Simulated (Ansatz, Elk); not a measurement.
**How far do independent atoms describe Na5Y?**

Structure refinements treat a crystal as free atoms side by side. For a made-up structure of Na5Y (cell and positions from a r2SCAN relaxation) the runs below show what the calculated density changes in F(hkl).

Main program and level: Elk 11.2.3 (patched build); DFT, PBE, all-electron APW+lo, Dirac cores, scalar-relativistic bands, static density, no spin.

The structure was built from a prototype and need not be the compound's stable phase.

### Step 1. Set-up

It takes space group P6/mmm (No. 191, hexagonal). The conventional cell has a = 6.659 Å, b = 6.659 Å, c = 5.522 Å, α = 90.00°, β = 90.00°, γ = 120.00°. Nearest to Y lie 6 Na at 3.84 Å. Nearest to Na lie 9 Na at 3.36 to 3.84 Å and 3 Y at 3.84 Å. Nearest to Na lie 8 Na at 3.33 to 3.36 Å. Farther neighbours are not listed.

### Step 2. Ground state and structure factors

An all-electron density is needed, since X-rays see the cores too. Task 0 finds the density and task 195 Fourier-transforms it; tshift is off so that phases refer to the origin typed.

The input, elk.in:

```
tasks
  0
  195

xctype
  20

spinpol
  .false.

rgkmax
  7.0

gmaxvr
  14.0

lmaxo
  7

lmaxapw
  8

swidth
  0.002

tshift
  .false.

ramdisk
  .false.

hmaxvr
  5.5

maxscl
  120

epspot
  1e-06

sppath
  './'

avec
  12.58324064749 0.00000000000 0.00000000000
  -6.29162032374 10.89740606266 0.00000000000
  0.00000000000 0.00000000000 10.43532155027

atoms
  2
  'Y.in'
  1
  0.0000000000 0.0000000000 0.0000000000   0.000000 0.000000 0.000000
  'Na.in'
  5
  0.6666666667 0.3333333333 0.0000000000   0.000000 0.000000 0.000000
  0.3333333333 0.6666666667 0.0000000000   0.000000 0.000000 0.000000
  0.0000000000 0.5000000000 0.5000000000   0.000000 0.000000 0.000000
  0.5000000000 0.5000000000 0.5000000000   0.000000 0.000000 0.000000
  0.5000000000 0.0000000000 0.5000000000   0.000000 0.000000 0.000000

ngridk
  4 4 4
```

Started as:

```
$ OMP_NUM_THREADS=4 elk
```

Numbers of over 12 decimals in the logs are rounded to 6 here.

What it wrote:

```text
┌─────────────────────────┐
│ Elk code version 11.2.3 │
└─────────────────────────┘

All units are atomic (Hartree, Bohr, etc.)

┌─────────────────────────────────────────────────┐
│ Ground-state run starting from atomic densities │
└─────────────────────────────────────────────────┘

Lattice vectors :
   12.58324065       0.000000000       0.000000000
  -6.291620324       10.89740606       0.000000000
   0.000000000       0.000000000       10.43532155

Reciprocal lattice vectors :
  0.4993296626      0.2882881151      -0.000000000
   0.000000000      0.5765762303       0.000000000
   0.000000000      -0.000000000      0.6021074939

Unit cell volume      :    1430.940159
Brillouin zone volume :   0.1733477196

Muffin-tin inner radius fraction :   0.1000000000E-01

Nuclei treated as point charges

Species : 1 (Y)
 parameters loaded from : Y.in
 name : yttrium
 nuclear charge    :   -39.00000000
 electronic charge :    39.00000000
 atomic mass :    162065.4503
 muffin-tin radius :    2.600000000
 number of radial points in muffin-tin :   1193
 inner part over the whole radius :   0.9871815862E-02
 number on inner part of muffin-tin    :    847
 approximate nuclear radius :   0.8135895711E-04
 number of mesh points to nuclear radius :    416
 atomic positions (lattice), magnetic fields (Cartesian) :
  1 :   0.00000000  0.00000000  0.00000000    0.00000000  0.00000000  0.00000000

Species : 2 (Na)
 parameters loaded from : Na.in
 name : sodium
 nuclear charge    :   -11.00000000
 electronic charge :    11.00000000
 atomic mass :    41907.78703
 muffin-tin radius :    2.200000000
 number of radial points in muffin-tin :    793
 inner part over the whole radius :   0.9883648912E-02
 number on inner part of muffin-tin    :    551
 approximate nuclear radius :   0.5574345702E-04
 number of mesh points to nuclear radius :    238
 atomic positions (lattice), magnetic fields (Cartesian) :
  1 :  -0.33333333  0.33333333  0.00000000    0.00000000  0.00000000  0.00000000
  2 :   0.33333333 -0.33333333  0.00000000    0.00000000  0.00000000  0.00000000
  3 :   0.00000000  0.50000000  0.50000000    0.00000000  0.00000000  0.00000000
  4 :   0.50000000  0.50000000  0.50000000    0.00000000  0.00000000  0.00000000
  5 :   0.50000000  0.00000000  0.50000000    0.00000000  0.00000000  0.00000000

Total number of atoms per unit cell :    6
Total muffin-tin volume :    296.6333671
 ratio of muffin-tin to unit cell volume :   0.2072996312

Spin treatment :
 spin-unpolarised

Number of Bravais lattice symmetries :   24
Number of crystal symmetries         :   24
Crystal has inversion symmetry
Real symmetric eigensolver will be used

k-point grid :      4     4     4
k-point offset :    0.000000000       0.000000000       0.000000000
k-point set is reduced with full crystal symmetry group
Total number of k-points :       12

Muffin-tin radius times maximum |G+k| :    7.000000000
 using average radius
Maximum |G+k| for APW functions       :    3.088235294
Maximum (1/2)|G+k|²                   :    4.768598616
Maximum |G| for potential and density :    14.00000000
Constant for pseudocharge density :    9
 order of it for each species :   16  16
 order of it for pair densities of each species (exact exchange by exxq0 0: 17) :   13   9
Radial integration step length :    1

G-vector grid sizes :     60    60    48
Number of G-vectors :    66311

Maximum angular momentum used for
 APW functions            :    8
 outer part of muffin-tin :    7
 inner part of muffin-tin :    2

Total nuclear charge    :   -94.00000000
Total core charge       :    38.00000000
Total valence charge    :    56.00000000
Total excess charge     :    0.000000000
Total electronic charge :    94.00000000

Effective Wigner radius, rₛ :    1.537452368

Number of empty states         :     24
Total number of valence states :     53
Total number of core states    :     38

Third-order local-orbitals added for an l without core states : T
Total number of local-orbitals :     68

[...]
electron-nuclear            :     -9302.5483667904
 Hartree                     :      1400.3314429545
 Madelung                    :     -5067.6815226974
 xc potential                :     -232.09790316955
 exchange                    :     -177.44228484953
 correlation                 :     -3.920152
 electron entropic           :    -0.20487492724267E-02
 total energy                :     -4198.4095002572

Density of states at Fermi energy :    163.5985074
 (states/Hartree/unit cell)

Estimated indirect band gap :   0.2448930335E-02
 from k-point 7 to k-point 6
Estimated direct band gap   :   0.5579374267E-02
 at k-point 7

Charges :
 core                        :    38.00000000
 valence                     :    56.00000000
 interstitial                :    7.318427661
 muffin-tins (core leakage)
  species : 1 (Y)
[...]
species : 2 (Na)
[...]
total in muffin-tins        :    86.68157234
 total calculated charge     :    93.99999278
 total charge                :    94.00000000
 error                       :   0.7222805564E-05

RMS change in Kohn-Sham potential (target) :   0.7659937783     (  0.1000000000E-05)
Absolute change in total energy (target)   :   0.4394065860     (  0.1000000000E-03)

[... loops 3 to 13 left out ...]

┌──────────────────┐
│ Loop number : 14 │
└──────────────────┘

Energies :
 Fermi                       :     0.47060003550340E-01
 sum of occupied eigenvalues :     -2434.4525135202
 electron kinetic            :      4305.2334300671
 core electron kinetic       :      3999.8978442456
 Coulomb                     :     -8321.6250238660
 Coulomb potential           :     -6504.3327358644
 nuclear-nuclear             :     -419.47272365228
 electron-nuclear            :     -9306.1101364334
 Hartree                     :      1403.9578362196
 Madelung                    :     -5069.4586559338
 xc potential                :     -235.35320772290
 exchange                    :     -177.49615162449
 correlation                 :     -3.921344
 electron entropic           :    -0.26456934784840E-02
 total energy                :     -4197.8117347100

Density of states at Fermi energy :    210.3288273
 (states/Hartree/unit cell)

Estimated indirect band gap :   0.1212479074E-02
 from k-point 6 to k-point 7
Estimated direct band gap   :   0.2193834279E-02
 at k-point 6

Charges :
 core                        :    38.00000000
 valence                     :    56.00000000
 interstitial                :    7.119001511
 muffin-tins (core leakage)
  species : 1 (Y)
[...]
species : 2 (Na)
[...]
total in muffin-tins        :    86.88099849
 total calculated charge     :    93.99999242
 total charge                :    94.00000000
 error                       :   0.7581685225E-05

RMS change in Kohn-Sham potential (target) :   0.6855416930E-06 (  0.1000000000E-05)
Absolute change in total energy (target)   :   0.3370176728E-04 (  0.1000000000E-03)

Convergence targets achieved

┌──────────────────┐
│ Loop number : 15 │
└──────────────────┘

Energies :
 Fermi                       :     0.47060034222389E-01
 sum of occupied eigenvalues :     -2434.4525193972
 electron kinetic            :      4305.2334434232
 core electron kinetic       :      3999.8978491680
 Coulomb                     :     -8321.6250421533
 Coulomb potential           :     -6504.3327220021
 nuclear-nuclear             :     -419.47272365228
 electron-nuclear            :     -9306.1101864460
 Hartree                     :      1403.9578679450
 Madelung                    :     -5069.4586811522
 xc potential                :     -235.35324081828
 exchange                    :     -177.49615266931
 correlation                 :     -3.921344
 electron entropic           :    -0.26456988368244E-02
 total energy                :     -4197.8117407057

Density of states at Fermi energy :    210.3292997
 (states/Hartree/unit cell)

Estimated indirect band gap :   0.1212474564E-02
 from k-point 6 to k-point 7
Estimated direct band gap   :   0.2193820908E-02
 at k-point 6

Charges :
 core                        :    38.00000000
 valence                     :    56.00000000
 interstitial                :    7.119000188
 muffin-tins (core leakage)
  species : 1 (Y)
[...]
species : 2 (Na)
[...]
atom 3                    :    10.06172261     ( -0.9715865268E-07)
   atom 4                    :    10.06172261     ( -0.9715865268E-07)
   atom 5                    :    10.06172261     ( -0.9715865268E-07)
 total in muffin-tins        :    86.88099981
 total calculated charge     :    93.99999242
 total charge                :    94.00000000
 error                       :   0.7581651914E-05

┌──────────────────────────────┐
│ Self-consistent loop stopped │
└──────────────────────────────┘

Wrote STATE.OUT
```

Elapsed: 47 s, on 4 threads of Arm Neoverse V1, shared host; peak memory 0.29 GiB.

SFACRHO.OUT:

```text

h k l indices transformed by vhmat matrix:
   1.000000000       0.000000000       0.000000000    
   0.000000000       1.000000000       0.000000000    
   0.000000000       0.000000000       1.000000000    

      h      k      l  multipl.   |H|            Re(F)            Im(F)           |F|

      0      0      0      1   0.0000000       94.000000      0.27394589E-16   94.000000    
     -1      0      0      6  0.57657623       16.020594     -0.40741346E-14   16.020594    
      0      0      1      2  0.60210749       25.990015     -0.90041939E-14   25.990015    
      0      1     -1     12  0.83365076       33.966330     -0.44220668E-15   33.966330    
      1     -2      0      6  0.99865933       41.710488     -0.13128608E-14   41.710488    
     -2      0      0      6   1.1531525       49.042727      0.81044116E-15   49.042727    
      2     -1      1     12   1.1661277       57.532578      0.72101455E-14   57.532578    
      0      0     -2      2   1.2042150       74.237672     -0.16108658E-13   74.237672    
      0      2      1     12   1.3008820      -2.5826910      0.72943399E-14   2.5826910    
     -1      1      2     12   1.3351307       14.099778     -0.54332695E-14   14.099778    
     -3      2      0     12   1.5254773       13.608818     -0.20052818E-13   13.608818    
      2     -1      2     12   1.5644341       36.960789     -0.27075680E-13   36.960789    
     -3      2     -1     24   1.6400044       28.662059      0.10266542E-13   28.662059    
     -2      2     -2     12   1.6673015       43.661855     -0.26665489E-13   43.661855    
      0      3      0      6   1.7297287       35.529703      0.24782098E-13   35.529703    
      0      0      3      2   1.8063225       20.395003     -0.30556186E-13   20.395003    
      3      0      1     12   1.8315280       49.115687     -0.28485920E-13   49.115687    
     -1      1      3     12   1.8961121       27.121365      0.24696768E-14   27.121365
```

Elk indexes on the primitive cell of elk.in and gives |H| = 4π sin θ/λ in inverse bohr. Below, one row stands for each form hkl of the conventional cell (m members, Friedel mates merged), F is for one primitive cell and the density is static (no thermal factor). Free-atom factors are Waasmaier and Kirfel's, and R is Σm||F|−|F'||/Σm|F|.

```csv
hkl,m,sin θ/λ (Å⁻¹),"abs F, DFT",neutral atoms,diff.
100,6,0.087,16.021,16.105,-0.085
001,2,0.090,25.990,25.944,+0.046
101,12,0.125,33.966,34.070,-0.104
110,6,0.150,41.711,41.896,-0.186
200,6,0.173,49.043,49.225,-0.182
111,12,0.175,57.533,57.763,-0.230
002,2,0.181,74.238,74.474,-0.237
201,12,0.196,2.583,2.768,-0.186
102,12,0.201,14.100,13.951,+0.149
210,12,0.229,13.609,13.529,+0.080
112,12,0.235,36.961,36.966,-0.005
211,24,0.247,28.662,28.647,+0.015
202,12,0.251,43.662,43.701,-0.039
300,6,0.260,35.530,35.559,-0.030
003,2,0.272,20.395,20.309,+0.086
301,12,0.275,49.116,49.201,-0.085
103,12,0.285,27.121,27.070,+0.052
212,24,0.292,12.894,12.795,+0.099
```

### Step 3. The highest occupied states alone

An energy window below the Fermi level keeps the highest occupied states, to see at which angles they scatter; shallow core shells can lie inside it and anion s states outside. No new self-consistency is needed.

elk.in, as its differences from that of step 2:

```diff
@@ -1,3 +1,2 @@
 tasks
-  0
   195
@@ -40,2 +39,5 @@
 
+wsfac
+  -0.320430 0.347060
+
 sppath
```

Started as:

```
$ OMP_NUM_THREADS=4 elk
```

What it wrote:

```text
┌─────────────────────────────────┐
│ Elk code version 11.2.3 started │
└─────────────────────────────────┘

Info(readinput): the functional depends on the density's gradient
 muffin-tin radial points multiplied by    2.00000
 (not where nrmtscf is given)

┌────────────────────┐
│ Current task : 195 │
└────────────────────┘

Info(sfacrho): density structure factors written to SFACRHO.OUT

 Energy window :  -0.3204300000      0.3470600000

┌──────────────────┐
│ Elk code stopped │
└──────────────────┘
```

Run time: 22 s. Hardware: 4 threads; peak memory 0.19 GiB.

States within 10 eV below the Fermi level hold 8.00 electrons; any levels below the window count with the cores. Their amplitudes can exceed the total, where window and core parts have opposite phase:

```csv
hkl,sin θ/λ (Å⁻¹),"abs F, window","abs F, all"
100,0.087,0.538,16.021
001,0.090,0.942,25.990
101,0.125,0.414,33.966
110,0.150,0.093,41.711
200,0.173,0.039,49.043
111,0.175,0.077,57.533
002,0.181,0.082,74.238
201,0.196,0.195,2.583
102,0.201,0.174,14.100
210,0.229,0.062,13.609
```

### Step 4. Another functional

The difference from free atoms is small, so it is set against the change that LDA (Perdew-Wang) makes.

elk.in, as its differences from that of step 3:

```diff
@@ -1,2 +1,3 @@
 tasks
+  0
   195
@@ -4,3 +5,3 @@
 xctype
-  20
+  3
 
@@ -39,5 +40,2 @@
 
-wsfac
-  -0.320430 0.347060
-
 sppath
```

Started as:

```
$ OMP_NUM_THREADS=4 elk
```

What it wrote:

```text
┌─────────────────────────┐
│ Elk code version 11.2.3 │
└─────────────────────────┘

All units are atomic (Hartree, Bohr, etc.)

┌─────────────────────────────────────────────────┐
│ Ground-state run starting from atomic densities │
└─────────────────────────────────────────────────┘

Lattice vectors :
   12.58324065       0.000000000       0.000000000
  -6.291620324       10.89740606       0.000000000
   0.000000000       0.000000000       10.43532155

Reciprocal lattice vectors :
  0.4993296626      0.2882881151      -0.000000000
[...]
valence                     :    56.00000000
 interstitial                :    7.091443732
 muffin-tins (core leakage)
  species : 1 (Y)
[...]
species : 2 (Na)
[...]
atom 4                    :    10.06367122     ( -0.1555072447E-05)
   atom 5                    :    10.06367122     ( -0.1555072447E-05)
 total in muffin-tins        :    86.90855627
 total calculated charge     :    94.00000423
 total charge                :    94.00000000
 error                       :   0.4231475771E-05

┌──────────────────────────────┐
│ Self-consistent loop stopped │
└──────────────────────────────┘

Wrote STATE.OUT
[key lines of the parts left out:]
total energy                :     -4190.3909207127
```

Elapsed: 29 s, on 4 threads; peak memory 0.28 GiB.

Against the first run R = 0.07 %; the largest change is -0.075 at 220.

### Step 5. A coarser k-mesh

About half the k-points along each axis test the sampling.

elk.in, as its differences from that of step 4:

```diff
@@ -5,3 +5,3 @@
 xctype
-  3
+  20
 
@@ -62,2 +62,2 @@
 ngridk
-  4 4 4
+  2 2 2
```

Started as:

```
$ OMP_NUM_THREADS=4 elk
```

What it wrote:

```text
┌─────────────────────────┐
│ Elk code version 11.2.3 │
└─────────────────────────┘

All units are atomic (Hartree, Bohr, etc.)

┌─────────────────────────────────────────────────┐
│ Ground-state run starting from atomic densities │
└─────────────────────────────────────────────────┘

Lattice vectors :
   12.58324065       0.000000000       0.000000000
  -6.291620324       10.89740606       0.000000000
   0.000000000       0.000000000       10.43532155

Reciprocal lattice vectors :
  0.4993296626      0.2882881151      -0.000000000
[...]
valence                     :    56.00000000
 interstitial                :    7.111523992
 muffin-tins (core leakage)
  species : 1 (Y)
[...]
species : 2 (Na)
[...]
atom 4                    :    10.06470466     ( -0.9715865623E-07)
   atom 5                    :    10.06470466     ( -0.9715865623E-07)
 total in muffin-tins        :    86.88847601
 total calculated charge     :    94.00000263
 total charge                :    94.00000000
 error                       :   0.2634720275E-05

┌──────────────────────────────┐
│ Self-consistent loop stopped │
└──────────────────────────────┘

Wrote STATE.OUT
[key lines of the parts left out:]
total energy                :     -4197.8149107261
```

Run time: 36 s. Hardware: 4 threads; peak memory 0.28 GiB; 58 s of CPU time.

Against the first run R = 0.01 %; the largest change is -0.062 at 110.

### Step 6. Settings against the effect

```csv
run,R against the first run (%),"R against neutral atoms, low angle (%)",wall time
"PBE, rgkmax 7",0.00,0.32,47 s
LDA (Perdew-Wang),0.07,0.36,29 s
k-mesh 2×2×2,0.01,0.32,36 s
```

### Step 7. What came out

* R against neutral atoms, sin θ/λ < 0.3 Å⁻¹: 0.32 %
* R against neutral atoms, 0.3 to 0.69 Å⁻¹: 0.18 %

Independent neutral atoms miss the calculated amplitudes by R = 0.32 % below 0.3 Å⁻¹ and 0.18 % from there to 0.69 Å⁻¹; by shells, 0.33 % below 0.15 Å⁻¹ (3 forms), 0.32 % 0.15 to 0.3 (15 forms), 0.16 % 0.3 to 0.45 (31 forms), 0.19 % above 0.45 (100 forms). Bonding, aspherical density and the tables' own atoms all enter these figures, and the runs don't part them. The largest change of an amplitude is -0.24 electrons, at 002. Weak lines can change much in proportion: 401 goes from 0.24 to 0.35. The window's part falls from 8.0 electrons at the origin to at most 0.11 between 0.45 and 0.69 Å⁻¹. Below 0.3 Å⁻¹ the changes that finished (LDA (Perdew-Wang) and k-mesh 2×2×2) move F by R = 0.06 % at most, against the 0.32 % that separates it from free atoms. A single amplitude moves by up to 0.07 electrons, against 0.24 for the largest difference from free atoms. The basis has no finished test. Part of the difference isn't bonding: the tables are fits to free atoms and ions calculated by other methods than this functional. Thermal motion, anomalous dispersion and extinction are left out.

[Logs are printed without paths, hosts, clocks, repeated set-up lines and the standing remarks that a program may print on its own settings, such as how far it seeks lower states.]

[Hosts, paths, dates, database ids (printed as entryN), source tags and the programs' standing remarks are cut or masked in the printed files.]
